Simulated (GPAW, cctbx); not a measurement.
# Bonding in (AlAs)1(MgS)1 as X-rays see it

Aim: compute the bonding part of the density of (AlAs)1(MgS)1, find which reflections carry it, and see how it biases an ordinary refinement.

The cell is a (AlAs)1(MgS)1 superlattice along [001] of the zinc-blende type, started at the mean lattice constant and relaxed freely, with no substrate. All numbers below are calculated.

## 1. Relax the structure

The density hangs on the geometry, so cell and atoms are relaxed first, with the symmetry held. The cutoff is set higher than for the density because stress converges slowly with plane waves.

Settings: GPAW 26.7.0, PBE, 570 eV, 6×6×4 k-points (along the axes of the calculation cell), Fermi–Dirac width 0.1 eV, BFGS to 0.03 eV/Å.

```text
cell
1.0
     4.041115254    0.000000000    0.000000000
     0.000000000    4.041115254    0.000000000
     0.000000000    0.000000000    5.715000000
Al As Mg S
1 1 1 1
Direct
0.000000000 0.000000000 0.000000000
0.500000000 0.000000000 0.250000000
0.500000000 0.500000000 0.500000000
0.000000000 0.500000000 0.750000000
```

```console
$ OMP_NUM_THREADS=1 mpirun -n 4 gpaw python run.py > gpaw.log
```

```text
BFGS:    0      -17.214867        1.320972
BFGS:    1      -17.247783        1.070675
BFGS:    2      -17.316836        0.244051
BFGS:    3      -17.318757        0.192836
BFGS:    4      -17.322520        0.034672
BFGS:    5      -17.322562        0.033196
BFGS:    6      -17.322830        0.021048
cell  4.0493 4.0521 5.7318  90.00 90.00 90.00
volume 94.048 A^3, largest force 0.021 eV/A, largest stress 0.12 GPa
```

After 6 steps the volume has changed by +0.8 % and the energy by -0.108 eV; the largest stress left is 0.12 GPa. It took 73 s on 4 cores of Arm Neoverse V1 (shared host), peak memory 0.93 GiB.

Relaxed structure: Pmm2 (no. 25), a = 4.0493 Å, b = 4.0521 Å, c = 5.7318 Å, α = 90.00°, β = 90.00°, γ = 90.00°.

```
atom  mult.    x    y       z
 As1      1  1/2    0  0.2309
  S1      1    0  1/2  0.7655
 Al1      1    0    0  0.0017
 Mg1      1  1/2  1/2  0.5019
```

## 2. The all-electron density

X-rays see the whole electron density, so the PAW density is rebuilt with its core regions. Subtracting spherical free atoms from the same code cancels the cores and leaves the deformation density Δρ, the part due to bonding.

Settings: PBE, 450 eV, 6×6×5 k-points (along the axes of the calculation cell), Fermi–Dirac width 0.1 eV; primitive cell of 4 atoms.

```console
$ OMP_NUM_THREADS=1 mpirun -n 4 gpaw python run.py > gpaw.log
```

```text
|iter:   1|       0s |  -17.927310 | -0.07 |       |
|iter:   2|       1s |  -17.799225 | -1.83 | -0.97 |
|iter:   3|       1s |  -17.286293 | -1.10 | -1.00 |
...
|iter:   8|       5s |  -17.296351c| -6.73 | -3.90 |
|iter:   9|       5s |  -17.296352c| -7.07 | -4.37c|
|iter:  10|       5s |  -17.296352c| -8.00c| -4.82c|
```

```text
grid (40, 40, 60)  electrons 74.000  moved by bonding 1.035 e
deformation density beyond 0.5 A of the nuclei: max 0.151, min -0.087 e/A^3
atom        x       y       z   Voronoi charge  moment
As1    0.5000  0.0000  0.2309     -0.355       0.00
S 2    0.0000  0.5000  0.7655     -0.243       0.00
Al3    0.0000  0.0000  0.0017      0.267       0.00
Mg4    0.5000  0.5000  0.5019      0.330       0.00
mean inner potential of superposed free atoms 11.895 V
total magnetic moment 0.000 muB
```

Deformation density in a plane through the shortest contact of the As atom at the origin, in 0.01 e/Å³ (clipped at ±99); x from -1.6 to 4.0 Å, y from 2.4 down to -2.4 Å:

```text
  1   .   .  -5  -8  -5  -2  -2  -1  -1  -1  -1  -1  -1  -1  -1
  0   .   .  -3  -5  -3  -1  -1  -1  -1  -2  -2  -1  -1  -1  -1
 -3  -4   1   5   4   2   0   0  -1  -2  -3  -3  -2  -2  -1  -1
 -2   0   8  14  11   5   2   1   0  -3  -5  -5  -4  -3  -2  -1
 -1   2   9  11   5   0   2   5   3  -3  -8  -8  -7  -5  -3  -2
 -1   0   1  -3   .  -5   0  11   9   0  -2   .  -7  -8  -5  -3
 -1  -1  -2  -3   .   .   0  14  12   2   .   .  -3  -7  -4  -2
  0   1   1  -1   .  -3   0   9   7  -1  -3   .   0  -1   0  -1
  0   1   4   4   1  -2   0   2   1  -3  -3   4  10   9   5   2
 -1   1   2   3   2   0  -1   0  -1  -1   2   9  15  11   4   2
 -1  -1   0   1   0   0  -1  -1  -1  -1   1   5   5  -2  -5   0
 -1  -1  -1  -1  -1  -1  -1  -1  -1  -1   0  -1  -4   .   .  -1
 -1  -1  -1  -1  -1  -1  -1  -1  -1  -1   0  -1  -3   .   .  -1
```

Atoms in or within 0.15 Å of the plane: As (3.4, -2.2), As (0.0, 0.0), Al (2.4, 0.0), Al (-1.0, 2.2) Å. Dots mark points within about 0.45 Å of a nucleus; large values next to them are atomic features.

As gains most (-0.35 e) and Mg loses most (+0.33 e), which isn't the order of electronegativity: valence and coordination count too, and Voronoi cells cut space at the midplane whatever the atoms' sizes. Such charges fall far short of formal ones, since overlapping free atoms already put density on their neighbours. Along the shortest contact from the As atom at the map's origin, As–Al at 2.41 Å, Δρ is +0.15 e/Å³ at the midpoint: a bond charge, the mark of covalency. At the midpoints of other shortest contacts it is +0.10 (S–Al, 2.44 Å), +0.07 (S–Mg, 2.53 Å) and +0.10 (As–Mg, 2.55 Å) e/Å³. Point values carry grid noise of about 0.01 e/Å³. The run needed 10 iterations, 11 s.

## 3. From the density to structure factors

The Fourier components of Δρ, added to those of the free atoms, give the static X-ray structure factors; the Mott–Bethe relation turns them into the Fourier components V of the potential that fast electrons feel.

```text
static structure factors of the conventional cell: F in electrons, V (Mott-Bethe) in volts
   h  k  l      d  |F| table  |F| free   |F| DFT   change   |V| free  |V| DFT  change %
   0  0  1  5.7318    17.339    17.324    17.546    0.222     1.295    0.956    -26.2
   0  1  0  4.0521    16.696    16.691    16.720    0.028     1.047    1.025     -2.2
   1  0  0  4.0493    15.374    15.379    15.510    0.131     0.496    0.392    -21.1
   0  1  1  3.3088    46.164    46.213    46.645    0.432     5.311    5.100     -4.0
   1  0  1  3.3072    43.885    43.930    44.365    0.435     5.117    4.914     -4.0
   0  0  2  2.8659    19.931    19.950    20.237    0.287     1.369    1.254     -8.4
   1  1  0  2.8643    20.388    20.408    20.729    0.321     1.436    1.308     -8.9
   1  1  1  2.5622    15.525    15.519    15.412   -0.106     0.618    0.650      5.3
   0  1  2  2.3398    16.225    16.200    16.091   -0.110     0.821    0.827      0.7
   1  0  2  2.3393    16.938    16.943    16.847   -0.097     0.997    1.027      3.0
   0  2  0  2.0261    51.121    51.089    50.957   -0.132     4.583    4.610      0.6
   1  1  2  2.0259    50.345    50.313    50.184   -0.128     4.513    4.538      0.6
   2  0  0  2.0246    51.107    51.075    50.868   -0.206     4.580    4.621      0.9
   0  0  3  1.9106    17.085    17.034    16.957   -0.078     0.896    0.908      1.4
```

The largest X-ray change is +0.43 e on 101, 1.0 % of |F|. For electrons V goes as (Z − F)/g², so a change of F counts against Z − F, which is small at low angle and wherever the atoms' terms cancel: |V| of 001 moves by -26.2 % (1.29 to 0.96 V) against +1.3 % in |F|. The last three rows still change by up to 0.21 e; the table stops while the angles are still low. The tabulated Hartree–Fock atoms differ from the free DFT atoms by up to 0.05 e, so the choice of reference atom matters too.

## 4. The functional ladder

The same geometry is run with other functionals, to see whether the bonding signal is larger than the spread between approximations. Free atoms are LDA for LDA and PBE otherwise. Any other changed setting is in the row's label.

| run | ΔF 101 (e) | ΔF 011 (e) | ΔF 110 (e) | q(As) (e) | moved (e) | time |
| --- | --- | --- | --- | --- | --- | --- |
| PBE | +0.435 | +0.432 | +0.321 | -0.355 | 1.035 | 11 s |
| LDA | +0.408 | +0.405 | +0.310 | -0.342 | 0.988 | 9.6 s |
| revPBE | +0.445 | +0.442 | +0.333 | -0.367 | 1.075 | 11 s |

At the base's settings ΔF(101) spans +0.408 to +0.445 e, a spread of 9 % of the PBE value; over the three listed reflections the spread is at most 9 %, so sign and size hold across the functionals. Times are from shared hosts.

## 5. Refining ordinary atoms against data with bonding

Routine crystallography fits spherical atoms. To see the bias, intensities are simulated from tabulated atoms plus the DFT change ΔF, so that bonding alone can misfit (6176 reflections of the full sphere, merged to the counts below, to 0.4 Å, 1.5 % proportional noise plus counting noise, assumed isotropic U as listed, Δρ smeared by the mean U) and refined with cctbx over different ranges.

```
                    range  data      R1  GooF  U As1 (true 0.0031)  U S1 (true 0.0039)  U Al1 (true 0.0041)  U Mg1 (true 0.0042)  largest shift (Å)  Δρ max, min (e/Å³)
                 all data  1781  0.0067  0.94               0.0031              0.0039               0.0041               0.0042             0.0005         0.24, -0.25
 low resolution, d > 0.84   221  0.0056  1.08               0.0031              0.0040               0.0041               0.0044             0.0011         0.12, -0.12
     high order, d < 0.75  1480  0.0072  0.92               0.0031              0.0039               0.0041               0.0042             0.0005         0.20, -0.20
occupancies free, d > 0.7   364  0.0055  1.03               0.0031              0.0039               0.0040               0.0042             0.0008         0.14, -0.17
```

With all data GooF is 0.94, so at this noise the bonding hardly shows; the top residual peak lies 2.03 Å from Al and 2.55 Å from As. No U is off by more than 3 s.u. at low resolution. With As1 held at 1 and the scale free, the other occupancies refine to S1 1.000(0.002), Al1 0.998(0.003) and Mg1 0.999(0.003), within three s.u. of full.

## 6. Answer

Bonding moves 1.03 e in the primitive cell of (AlAs)1(MgS)1 and changes the structure factors of the conventional cell in the table above by at most 0.43 e (101, 1.0 %), and among reflections above 2 % of the strongest by up to 1.6 % (110). The shortest bond, As–Al, has Δρ = +0.15 e/Å³ at its midpoint, a covalent bond charge. At the base's settings ΔF(101) spans +0.408 to +0.445 e, a spread of 9 % of the PBE value; over the three listed reflections the spread is at most 9 %, so sign and size hold across the functionals. With all data GooF is 0.94, so at this noise the bonding hardly shows. Limits: static density, frozen cores, no spin–orbit coupling.

[Outputs are excerpts: Python notices, other lines and further rows are left out; steps that failed or that the build refused (PBEsol, TPSS) are not shown.]

[Logs are printed without paths, hosts, clocks, repeated set-up lines and the standing remarks that a program may print on its own settings, such as how far it seeks lower states.]
